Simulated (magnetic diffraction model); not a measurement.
# Magnetic neutron pattern of NaYErIn3

Space group Pmm2 (no. 25), a = 3.7510 Å, b = 5.0090 Å, c = 8.7370 Å.

```csv
site,atom,x,y,z
1a,Er,0,0,0.4990
1d,In,1/2,1/2,0.6517
1c,In,1/2,0,0.1861
1c,In,1/2,0,0.8400
1b,Y,0,1/2,0.0097
1d,Na,1/2,1/2,0.3240
```

This is a made-up structure (elements placed in a structure type, unrelaxed), so the numbers test the method and describe no known phase.

Only Er is taken to order (form factors of Er3+); orders and moment sizes are assumed, and not adapted to the symmetry. Radiation: neutrons of λ = 2.41 Å, 1.5° to 55°; isotropic B of 0.16 Å² (Er), 0.17 Å² (In), 0.17 Å² (Y) and 0.27 Å² (Na). Simulated constant-wavelength pattern: nuclear and magnetic terms add, the magnetic one as |2.695 fm × Σ f S⊥ exp(2πi Q·r) exp(−B s²)|², summed over all Q at one angle with the factor 1/(sin²θ cos θ). For a modulated order the moment at position r is S exp(−2πi k·r) + c.c., with S = m/2 for a sine wave of amplitude m and S = m(u + iv)/2 for moments turning in a plane, u and v being orthogonal unit vectors in it; the phase factor of the sum at Q = H + k is then exp(2πi H·r). Free-ion form factors, Sears's scattering lengths of 1992, no absorption; a label names one of the reflections at its angle. The strongest nuclear line in the range is 100, and lines under 0.2 are left out.

Assume the order k = (0 0 0.097), moments turning in the plane of [100] and [010], 6.6 μB on Er.

Q: Where does magnetic intensity appear, and how strong is it?

| 2θ (°) | index | nuclear | magnetic |
| --- | --- | --- | --- |
| 1.53 | (0 0 0.097) | 0.0 | 6716.3 |
| 14.31 | (0 0 0.903) | 0.0 | 76.5 |
| 15.86 | (0 0 1) | 0.3 | 0.0 |
| 17.40 | (0 0 1.097) | 0.0 | 51.5 |
| 27.88 | (0 1 0.097) | 0.0 | 19.8 |
| 30.43 | (0 0 1.903) | 0.0 | 16.5 |
| 31.43 | (0 1 0.903) | 0.0 | 18.7 |
| 32.02 | (0 0 2) | 5.8 | 0.0 |
| 32.20 | (0 1 1) | 12.4 | 0.0 |
| 33.02 | (0 1 1.097) | 0.0 | 17.9 |
| 33.62 | (0 0 2.097) | 0.0 | 13.4 |
| 37.51 | (1 0 0.097) | 0.0 | 10.7 |
| 40.31 | (1 0 0.903) | 0.0 | 10.4 |
| 41.60 | (1 0 1.097) | 0.0 | 10.2 |
| 41.71 | (0 1 1.903) | 0.0 | 13.2 |
| 42.94 | (0 1 2) | 1.0 | 0.0 |
| 44.20 | (0 1 2.097) | 0.0 | 12.1 |
| 47.20 | (0 0 2.903) | 0.0 | 6.6 |
| 47.35 | (1 1 0.097) | 0.0 | 13.2 |
| 48.88 | (0 0 3) | 0.2 | 0.0 |
| 49.02 | (1 0 1.903) | 0.0 | 8.6 |
| 49.70 | (1 1 0.903) | 0.0 | 12.9 |
| 50.10 | (1 0 2) | 51.4 | 0.0 |
| 50.22 | (1 1 1) | 100.0 | 0.0 |
| 50.57 | (0 0 3.097) | 0.0 | 5.7 |
| 50.80 | (1 1 1.097) | 0.0 | 12.8 |
| 51.22 | (1 0 2.097) | 0.0 | 8.1 |

The strongest magnetic line in the range is (0 0 0.097) at 1.53° (6716.3). On top of the Lorentz factor, which all lines share, magnetic lines fade with angle because f falls: for Er3+ it is 0.96, 0.86, 0.73 and 0.47 at sin θ/λ = 0.1, 0.2, 0.3 and 0.5 Å⁻¹, while nuclear lengths stay constant. The order has no net moment.

[Logs are printed without paths, hosts, clocks, repeated set-up lines and the standing remarks that a program may print on its own settings, such as how far it seeks lower states.]
